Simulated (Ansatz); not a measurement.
# Ni wire along [110], 14 atoms a period: bands by functional and under strain, part 2 of 3

Aim: is the Ni wire along [110], 14 atoms a period a metal or a semiconductor?

Ansatz 0.2.0; DFT PBE, plane waves, PAW; relaxation of a wire's period (the session's first sound run).

So far, absolute moment (μB): step 2 (relaxing the period) 11.2.

## (3) The wire at its relaxed period

This step: DFT PBE, plane waves, PAW; bands of a perfect wire (Ansatz 0.2.0).

At the relaxed period the bands are computed along the axis; those that cross an energy going forward count the channels that a perfect wire would open there.

Input file input.yaml:

```yaml
crystal:
  lattice:
    - [13.84, 0.0, 0.0]
    - [0.0, 14.267, 0.0]
    - [0.0, 0.0, 2.4247375246]
  atoms:
    - { symbol: Ni, position: [0.371697373, 0.674031983, 0.0], spin: 0.73 }
    - { symbol: Ni, position: [0.372513924, 0.5, 0.0], spin: 0.74 }
    - { symbol: Ni, position: [0.628302627, 0.674031983, 0.0], spin: 0.73 }
    - { symbol: Ni, position: [0.627486076, 0.5, 0.0], spin: 0.74 }
    - { symbol: Ni, position: [0.25051259, 0.414085396, 0.5], spin: 0.75 }
    - { symbol: Ni, position: [0.25051259, 0.585914604, 0.5], spin: 0.75 }
    - { symbol: Ni, position: [0.5, 0.246526142, 0.5], spin: 0.74 }
    - { symbol: Ni, position: [0.5, 0.413587128, 0.5], spin: 0.73 }
    - { symbol: Ni, position: [0.5, 0.586412872, 0.5], spin: 0.73 }
    - { symbol: Ni, position: [0.5, 0.753473858, 0.5], spin: 0.74 }
    - { symbol: Ni, position: [0.74948741, 0.414085396, 0.5], spin: 0.75 }
    - { symbol: Ni, position: [0.74948741, 0.585914604, 0.5], spin: 0.75 }
    - { symbol: Ni, position: [0.371697373, 0.325968017, 0.0], spin: 0.73 }
    - { symbol: Ni, position: [0.628302627, 0.325968017, 0.0], spin: 0.73 }
magnetization:
  spin_polarized: true
kpoints:
  mp_grid: { grid: [1, 1, 33] }
  band_path: { path: ["Γ", Z], npoints: 50 }
scf:
  occupations: { method: fermi_dirac, width: 0.05 }
hamiltonian:
  xc: pbe
output:
  dos: { e_range: [-5, 4] }
  write_potential: true
  write_density: true
  volumetric_format: npy
  elf: true
```

The run is started by

```bash
$ ansatz run input.yaml --threads 4 --pin off --max-ram 16384MiB --backend cpu --events-out ev --progress --plain --runs-dir out
```

Numbers of over 12 decimals in the logs are rounded to 6 here.

Output:

```text
[...]
Crystal: 14 atoms, lattice volume = 478.777 Å³
Basis set: ecut = 420 eV, 9277 PW (Γ)
Bands: 158, of which v1, the nominal top of the filled ones, is band 126 counted from 1 (125 counted from 0)
Symmetry: 8 space group operations
[...]
k-points: 17 of 33
[...]
Starting moments: Σ|m| = 10.34 μB on 14 of 14 sites
[...]
SCF iter   1: F=—  HF=-81732.182303 eV  |F-HF|=—  |Δ(HF+E_count)|=         —  Δρ=2.94e-2 (↑2.40e-2 ↓2.94e-2)  dr2=1.87e1  dr2_m=2.19e0  M=12.045 μB ∫|m|=12.678 μB  β_m=0.30  ethr=3.10e-3  ⟨swp⟩=8.5  Hψ=25487  notcnv=0  defer=264
[...]
SCF iter  16: F=-81746.553561 eV  HF=-81746.553561 eV  |F-HF|=2.74e-8  |Δ(HF+E_count)|=   7.68e-9  Δρ=1.98e-6 (↑6.02e-7 ↓1.98e-6)  dr2=2.93e-8  dr2_m=3.14e-9  M=9.801 μB ∫|m|=11.145 μB  ethr=2.30e-11  ⟨swp⟩=13.1  Hψ=25826  notcnv=0
SCF 1 converged in 16 iterations: F = -81746.553561 eV  dr2 = 2.93e-8
[...]
WARN: The output density's exchange-correlation potential varies sharply where the density is thin. Do not read a vacuum level from v_tot or v_xc, or from such a field of the output density. On a cell that repeats whose density bears no net charge and no dipole along the vacuum's axis use v_es (v_loc + v_h of the components); under efield.dipole_correction with no amplitude use v_es + v_field, which holds any externa [...]
NSCF: frozen V_eff on 51 k-points
SCF converged after 16 iterations
Magnetization: 9.8010 μB (130.9005 up, 121.0995 down)
Absolute magnetization: 11.1556 μB (∫|ρ↑−ρ↓|, with the PAW one-centre terms)
[...]
Per-site moments (μB) at R_I (Å): [(0.729744, 0.998839), (0.735379, 0.995426), (0.729744, 0.998839), (0.735379, 0.995426), (0.752373, 0.995426), (0.752373, 0.995426), (0.735881, 0.983177), (0.730640, 0.983177), (0.730640, 0.983177), (0.735881, 0.983177), (0.752373, 0.995426), (0.752373, 0.995426), (0.729744, 0.998839), (0.729744, 0.998839)]
Free energy (F): -81746.553561 eV
[...]
Internal energy: -81746.322980 eV  (E = F + TS)
E sigma→0 (E₀):  -81746.438271 eV
Entropy (-TS):   -0.230581 eV (-16.470 meV/atom)
Fermi energy:    2.651580 eV
[...]
--- Band table (eV; the first three rows and the last of 34) ---
  k-point 0 ↑: bands = [... 122 lower, 1.8545, 1.8717, 1.8999, 2.0113, 2.0268, 2.0369, 2.0406, 2.0543, ... 28 higher]
  k-point 1 ↑: bands = [... 122 lower, 1.8467, 1.8588, 1.8895, 1.9629, 2.0208, 2.0277, 2.0312, 2.0437, ... 28 higher]
  k-point 2 ↑: bands = [... 122 lower, 1.8429, 1.8597, 1.9185, 1.9526, 1.9749, 1.9901, 2.0029, 2.0297, ... 28 higher]
  k-point 16 ↓: bands = [... 122 lower, 3.0007, 3.0900, 3.1183, 3.1416, 3.8939, 4.1442, 4.3660, 4.7525, ... 28 higher]
```

It took 3.8 min on 4 threads of Arm Neoverse V2, shared host; peak memory 3.8 GiB; 15 min of CPU time.

The column dr2 measures how far the density is from self-consistency, as an energy; F and HF (Harris–Foulkes) agree once it is small.

Numbers from this step:

| Quantity | Value |
| --- | --- |
| energy at zero smearing | -81746.4383 eV |
| band gap | 0 eV |

Spin density in the cb plane at fractional x = 0.500, with atoms of Ni within 0.2 Å of it.

Ten even steps from '0' (0.0 e/Å³) to '9' (2.0 e/Å³), each cell a mean:
```
0000000000000
0000000000000
0000000000000
0000000000000
0000000000000
0000159951000
0000013310000
0000000000000
0000000000000
0000149941000
0000014410000
0000000000000
0000000000000
0000138831000
0000025520000
0000000000000
0000000000000
0000147741000
0000125521000
0000000000000
0000000000000
0000000000000
0000000000000
0000000000000
```
Columns run along c (2.4 Å), rows up along b (14.3 Å). Atoms in or near the plane, at fractional coordinates: Ni at (0.50, 0.25), Ni at (0.50, 0.41), Ni at (0.50, 0.59), Ni at (0.50, 0.75).

ELF in the cb plane at fractional x = 0.500, with atoms of Ni within 0.2 Å of it. It is the smooth field of the valence electrons, not physical close to the nuclei.

Ten even steps from '0' (0.00) to '9' (0.61), each cell a mean:
```
0000000000000
0000000000000
1111110011111
3332211112233
4433333333334
4334589985433
4323456654323
3333333333333
3322333333223
3334589985433
3323456654323
3333333333333
3333333333333
3334579975433
3323567765323
3333333333333
4333333333333
4323579975323
4334568865433
4432222222234
3322111111223
1110000000011
0000000000000
0000000000000
```
Columns run along c (2.4 Å), rows up along b (14.3 Å). Atoms in or near the plane, at fractional coordinates: Ni at (0.50, 0.25), Ni at (0.50, 0.41), Ni at (0.50, 0.59), Ni at (0.50, 0.75).

Electrostatic potential energy in the cb plane at fractional x = 0.500, with atoms of Ni within 0.2 Å of it. With pseudopotentials it is smooth inside the atoms' cores, unlike the true potential.

Values in eV, 24 rows by 13 columns, each cell a mean:
```
  7   7   7   7   7   7   7   7   7   7   7   7   7
  7   7   7   7   7   7   7   7   7   7   7   7   7
  7   7   7   7   7   7   6   6   7   7   7   7   7
  6   6   6   5   4   4   4   4   4   4   5   6   6
  4   3   1  -4 -12 -20 -25 -25 -20 -12  -4   1   3
  1   0 -11 -30 -50 -64 -66 -66 -64 -50 -30 -11   0
  2   1  -4 -17 -34 -46 -52 -52 -46 -34 -17  -4   1
  5   5   4   2   0  -2  -4  -4  -2   0   2   4   5
  4   3   1  -4 -12 -20 -24 -24 -20 -12  -4   1   3
  1  -1 -11 -30 -50 -64 -67 -67 -64 -50 -30 -11  -1
  2   1  -4 -18 -34 -47 -54 -54 -47 -34 -18  -4   1
  5   5   4   3   0  -2  -4  -4  -2   0   3   4   5
  5   4   3  -1  -7 -13 -16 -16 -13  -7  -1   3   4
  1   0  -9 -27 -47 -60 -64 -64 -60 -47 -27  -9   0
  2   1  -7 -23 -41 -54 -59 -59 -54 -41 -23  -7   1
  5   5   3   1  -2  -6  -9  -9  -6  -2   1   3   5
  5   4   3  -1  -6 -12 -16 -16 -12  -6  -1   3   4
  1   0  -9 -27 -46 -59 -64 -64 -59 -46 -27  -9   0
  2   1  -7 -23 -41 -54 -59 -59 -54 -41 -23  -7   1
  5   4   3   1  -2  -6  -9  -9  -6  -2   1   3   4
  6   6   6   6   6   5   5   5   5   6   6   6   6
  7   7   7   7   7   7   7   7   7   7   7   7   7
  7   7   7   7   7   7   7   7   7   7   7   7   7
  7   7   7   7   7   7   7   7   7   7   7   7   7
```
Columns run along c (2.4 Å; values clipped at the 3rd and 97th percentile), rows up along b (14.3 Å). Atoms in or near the plane, at fractional coordinates: Ni at (0.50, 0.25), Ni at (0.50, 0.41), Ni at (0.50, 0.59), Ni at (0.50, 0.75).

Between Γ and Z the bands cross the Fermi level 25 times, so a perfect wire would conduct at least 12.5 G₀, with an absolute moment of 11.16 μB a cell.

## (4) Another level of theory, k-mesh 1×1×25

This step: DFT LDA, plane waves, PAW; bands of a perfect wire at the PBE geometry (Ansatz 0.2.0).

The atoms stay at the PBE geometry and the functional changes. At fixed atoms LDA and the gradient-corrected functionals usually give like bands; this run checks that. Against the first PBE run of this kind, the mesh along the wire has 25 points against 33.

input.yaml: that of step 3 with these lines changed.

```diff
@@ -23,3 +23,3 @@
 kpoints:
-  mp_grid: { grid: [1, 1, 33] }
+  mp_grid: { grid: [1, 1, 25] }
   band_path: { path: ["Γ", Z], npoints: 50 }
@@ -28,8 +28,2 @@
 hamiltonian:
-  xc: pbe
-output:
-  dos: { e_range: [-5, 4] }
-  write_potential: true
-  write_density: true
-  volumetric_format: npy
-  elf: true
+  xc: lda
```

Output:

```text
[...]
Crystal: 14 atoms, lattice volume = 478.777 Å³
Basis set: ecut = 420 eV, 9277 PW (Γ)
Bands: 158, of which v1, the nominal top of the filled ones, is band 126 counted from 1 (125 counted from 0)
Symmetry: 8 space group operations
[...]
k-points: 13 of 25
[...]
Starting moments: Σ|m| = 10.34 μB on 14 of 14 sites
[...]
SCF iter   1: F=—  HF=-80801.276643 eV  |F-HF|=—  |Δ(HF+E_count)|=         —  Δρ=3.48e-2 (↑1.88e-2 ↓3.48e-2)  dr2=1.97e1  dr2_m=1.99e0  M=11.951 μB ∫|m|=12.521 μB  β_m=0.30  ethr=3.10e-3  ⟨swp⟩=8.4  Hψ=19427  notcnv=0  defer=225
[...]
SCF iter  34: F=-80814.917517 eV  HF=-80814.917517 eV  |F-HF|=1.46e-11  |Δ(HF+E_count)|=  4.37e-11  Δρ=1.05e-7 (↑1.35e-8 ↓1.05e-7)  dr2=1.07e-10  dr2_m=9.53e-12  M=9.578 μB ∫|m|=10.580 μB  ethr=1.00e-12  ⟨swp⟩=1.1  Hψ=8470  notcnv=0
SCF 1 converged in 34 iterations: F = -80814.917517 eV  dr2 = 1.07e-10
[...]
SCF converged after 34 iterations
an eigenvalue changed by more than its tolerance at an iteration that met the thresholds in force, so the SCF went on 16 times, its first undamped step at iteration 18: the last check found none over its tolerance
Magnetization: 9.5781 μB (130.7891 up, 121.2109 down)
Absolute magnetization: 10.5889 μB (∫|ρ↑−ρ↓|, with the PAW one-centre terms)
[...]
Per-site moments (μB) at R_I (Å): [(0.699044, 0.998839), (0.711977, 0.995426), (0.699044, 0.998839), (0.711977, 0.995426), (0.730473, 0.995426), (0.730473, 0.995426), (0.711814, 0.983177), (0.710072, 0.983177), (0.710072, 0.983177), (0.711814, 0.983177), (0.730473, 0.995426), (0.730473, 0.995426), (0.699044, 0.998839), (0.699044, 0.998839)]
Free energy (F): -80814.917517 eV
[...]
Internal energy: -80814.668310 eV  (E = F + TS)
E sigma→0 (E₀):  -80814.792914 eV
Entropy (-TS):   -0.249206 eV (-17.800 meV/atom)
Fermi energy:    2.245771 eV
[...]
--- Band table (eV; the first three rows and the last of 26) ---
  k-point 0 ↑: bands = [... 122 lower, 1.5087, 1.5193, 1.5351, 1.6733, 1.6743, 1.6885, 1.7085, 1.7086, ... 28 higher]
  k-point 1 ↑: bands = [... 122 lower, 1.4853, 1.5421, 1.5586, 1.5935, 1.6534, 1.6700, 1.6890, 1.7017, ... 28 higher]
  k-point 2 ↑: bands = [... 122 lower, 1.4936, 1.5640, 1.5731, 1.5980, 1.6128, 1.6390, 1.6431, 1.6592, ... 28 higher]
  k-point 12 ↓: bands = [... 122 lower, 2.5787, 2.6473, 2.6566, 2.7012, 3.5332, 3.7235, 3.9353, 4.2954, ... 28 higher]
```

Wall time 5 min (4 threads); peak memory 3.8 GiB.

Numbers from this step:

```
energy at zero smearing : -80814.7929 eV
total moment            : 9.578 μB
absolute moment         : 10.59 μB
```

Site moment by atom:

```csv
atom,site moment (μB)
Ni1,0.699
Ni2,0.712
Ni3,0.699
Ni4,0.712
Ni5,0.730
Ni6,0.730
Ni7,0.712
Ni8,0.710
Ni9,0.710
Ni10,0.712
Ni11,0.730
Ni12,0.730
Ni13,0.699
Ni14,0.699
```

Bands cross the Fermi level, as under PBE at the relaxed period, with an absolute moment of 10.59 μB a cell.

Between step 3 and this run (LDA PBE and k-mesh 1×1×25) the value for the absolute moment moves from 11.2 μB to 10.6 μB (-5 %).

## (5) Another level of theory, k-mesh 1×1×25 (run 2)

This step: DFT PBEsol, plane waves, PAW; bands of a perfect wire at the PBE geometry (Ansatz 0.2.0).

The atoms stay at the PBE geometry and the functional changes. At fixed atoms LDA and the gradient-corrected functionals usually give like bands; this run checks that. Against the first PBE run of this kind, the mesh along the wire has 25 points against 33.

input.yaml: that of step 4 with these lines changed.

```diff
@@ -28,2 +28,2 @@
 hamiltonian:
-  xc: lda
+  xc: pbesol
```

Output:

```text
[...]
Crystal: 14 atoms, lattice volume = 478.777 Å³
Basis set: ecut = 420 eV, 9277 PW (Γ)
Bands: 158, of which v1, the nominal top of the filled ones, is band 126 counted from 1 (125 counted from 0)
Symmetry: 8 space group operations
[...]
k-points: 13 of 25
[...]
Starting moments: Σ|m| = 10.34 μB on 14 of 14 sites
[...]
k-point 0 ↑: bands = [... 122 lower, 1.7276, 1.7425, 1.7643, 1.8886, 1.9037, 1.9057, 1.9196, 1.9269, ... 28 higher]
  k-point 1 ↑: bands = [... 122 lower, 1.6952, 1.7608, 1.7740, 1.8093, 1.8821, 1.8882, 1.8994, 1.9202, ... 28 higher]
  k-point 2 ↑: bands = [... 122 lower, 1.7109, 1.7804, 1.7963, 1.8239, 1.8273, 1.8441, 1.8655, 1.8703, ... 28 higher]
  k-point 12 ↓: bands = [... 122 lower, 2.8622, 2.9481, 2.9567, 2.9945, 3.7270, 3.9436, 4.1628, 4.5228, ... 28 higher]
[key lines of the parts left out:]
SCF converged after 15 iterations
Magnetization: 9.8126 μB (130.9063 up, 121.0937 down)
Free energy (F): -81258.390451 eV
Fermi energy:    2.519868 eV
```

Elapsed: 2.9 min, on 4 threads; peak memory 3.8 GiB; 12 min of CPU time.

Bands cross the Fermi level, as under PBE at the relaxed period, with an absolute moment of 11.10 μB a cell.

For the absolute moment, step 4 gave 10.6 μB; this run, with PBEsol PBE, gives 11.1 μB (+5 %).

## (6) Another level of theory, cutoff 500 eV, k-mesh 1×1×25

This step: DFT r2SCAN, plane waves, PAW; bands of a perfect wire at the PBE geometry (Ansatz 0.2.0).

The atoms stay at the PBE geometry and the functional changes. r2SCAN also reads the kinetic-energy density; it often gives larger moments and wider gaps than PBE, at a higher cost. Against the first PBE run of this kind, the cutoff is 500 eV against 420 and the mesh along the wire has 25 points against 33.

input.yaml: that of step 5 with these lines changed.

```diff
@@ -28,2 +28,2 @@
 hamiltonian:
-  xc: pbesol
+  xc: r2scan
```

Output:

```text
[...]
Crystal: 14 atoms, lattice volume = 478.777 Å³
Basis set: ecut = 500 eV, 12267 PW (Γ), exchange–correlation on 432×432×72 points (64 copies of the dense FFT grid, shifted against one another)
Bands: 158, of which v1, the nominal top of the filled ones, is band 126 counted from 1 (125 counted from 0)
Symmetry: 8 space group operations
[...]
k-points: 13 of 25
[...]
k-point 0 ↑: bands = [... 122 lower, 1.4817, 1.4905, 1.5916, 1.6010, 1.6290, 1.7068, 1.7249, 1.7303, ... 28 higher]
  k-point 1 ↑: bands = [... 122 lower, 1.5100, 1.5134, 1.5299, 1.5399, 1.6123, 1.6805, 1.6918, 1.6960, ... 28 higher]
  k-point 2 ↑: bands = [... 122 lower, 1.4566, 1.4826, 1.4903, 1.5433, 1.5895, 1.5944, 1.6421, 1.6601, ... 28 higher]
  k-point 12 ↓: bands = [... 122 lower, 3.3554, 3.4429, 3.4533, 3.5314, 3.8856, 4.2217, 4.3776, 4.7228, ... 28 higher]
[key lines of the parts left out:]
SCF converged after 24 iterations
Magnetization: 11.6734 μB (131.8367 up, 120.1633 down)
Free energy (F): -81823.586795 eV
Fermi energy:    2.794340 eV
```

The job ended after 6.8 min (4 threads; peak memory 5.5 GiB; 27 min of CPU time).

Bands cross the Fermi level, as under PBE at the relaxed period, with an absolute moment of 13.94 μB a cell.

For the absolute moment, step 4 gave 10.6 μB; this run, with r2SCAN PBE and cutoff 500 eV, gives 13.9 μB (+32 %).

## (7) Levels at the same atoms, k-mesh 1×1×25

This step: DFT PBE, plane waves, PAW; bands of a perfect wire at the PBE geometry (Ansatz 0.2.0).

The same atoms without spin show what the magnetic order does to the bands. Against the first PBE run of this kind, the mesh along the wire has 25 points against 33.

Input file input.yaml:

```yaml
crystal:
  lattice:
    - [13.84, 0.0, 0.0]
    - [0.0, 14.267, 0.0]
    - [0.0, 0.0, 2.4247375246]
  atoms:
    - { symbol: Ni, position: [0.371697373, 0.674031983, 0.0] }
    - { symbol: Ni, position: [0.372513924, 0.5, 0.0] }
    - { symbol: Ni, position: [0.628302627, 0.674031983, 0.0] }
    - { symbol: Ni, position: [0.627486076, 0.5, 0.0] }
    - { symbol: Ni, position: [0.25051259, 0.414085396, 0.5] }
    - { symbol: Ni, position: [0.25051259, 0.585914604, 0.5] }
    - { symbol: Ni, position: [0.5, 0.246526142, 0.5] }
    - { symbol: Ni, position: [0.5, 0.413587128, 0.5] }
    - { symbol: Ni, position: [0.5, 0.586412872, 0.5] }
    - { symbol: Ni, position: [0.5, 0.753473858, 0.5] }
    - { symbol: Ni, position: [0.74948741, 0.414085396, 0.5] }
    - { symbol: Ni, position: [0.74948741, 0.585914604, 0.5] }
    - { symbol: Ni, position: [0.371697373, 0.325968017, 0.0] }
    - { symbol: Ni, position: [0.628302627, 0.325968017, 0.0] }
kpoints:
  mp_grid: { grid: [1, 1, 25] }
  band_path: { path: ["Γ", Z], npoints: 50 }
scf:
  occupations: { method: fermi_dirac, width: 0.05 }
hamiltonian:
  xc: pbe
```

Output:

```text
[...]
Crystal: 14 atoms, lattice volume = 478.777 Å³
Basis set: ecut = 420 eV, 9277 PW (Γ)
Bands: 152, of which v1, the nominal top of the filled ones, is band 126 counted from 1 (125 counted from 0)
Symmetry: 8 space group operations
[...]
k-points: 13 of 25
[...]
--- Band table (eV; the first three rows and the last of 13) ---
  k-point 0: bands = [... 122 lower, 2.3185, 2.3204, 2.3395, 2.3953, 2.4614, 2.4652, 2.5260, 2.5333, ... 22 higher]
  k-point 1: bands = [... 122 lower, 2.2899, 2.2905, 2.3563, 2.3721, 2.4271, 2.4787, 2.4844, 2.5092, ... 22 higher]
  k-point 2: bands = [... 122 lower, 2.2755, 2.3182, 2.3629, 2.3740, 2.4015, 2.4289, 2.4318, 2.4859, ... 22 higher]
  k-point 12: bands = [... 122 lower, 2.6306, 2.6467, 2.6505, 2.6748, 3.7561, 3.9070, 4.1098, 4.4651, ... 22 higher]
[key lines of the parts left out:]
SCF converged after 18 iterations
Free energy (F): -81745.672318 eV
Fermi energy:    2.487914 eV
```

Elapsed: 67 s, on 4 threads; peak memory 2.5 GiB; 4.4 min of CPU time.

Bands cross the Fermi level, as under PBE at the relaxed period.

(Continued in part 3 of 3.)

[Logs are printed without paths, hosts, clocks, repeated set-up lines and the standing remarks that a program may print on its own settings, such as how far it seeks lower states.]

[Hosts, paths, dates, database ids (printed as entryN), source tags and the programs' standing remarks are cut or masked in the printed files.]
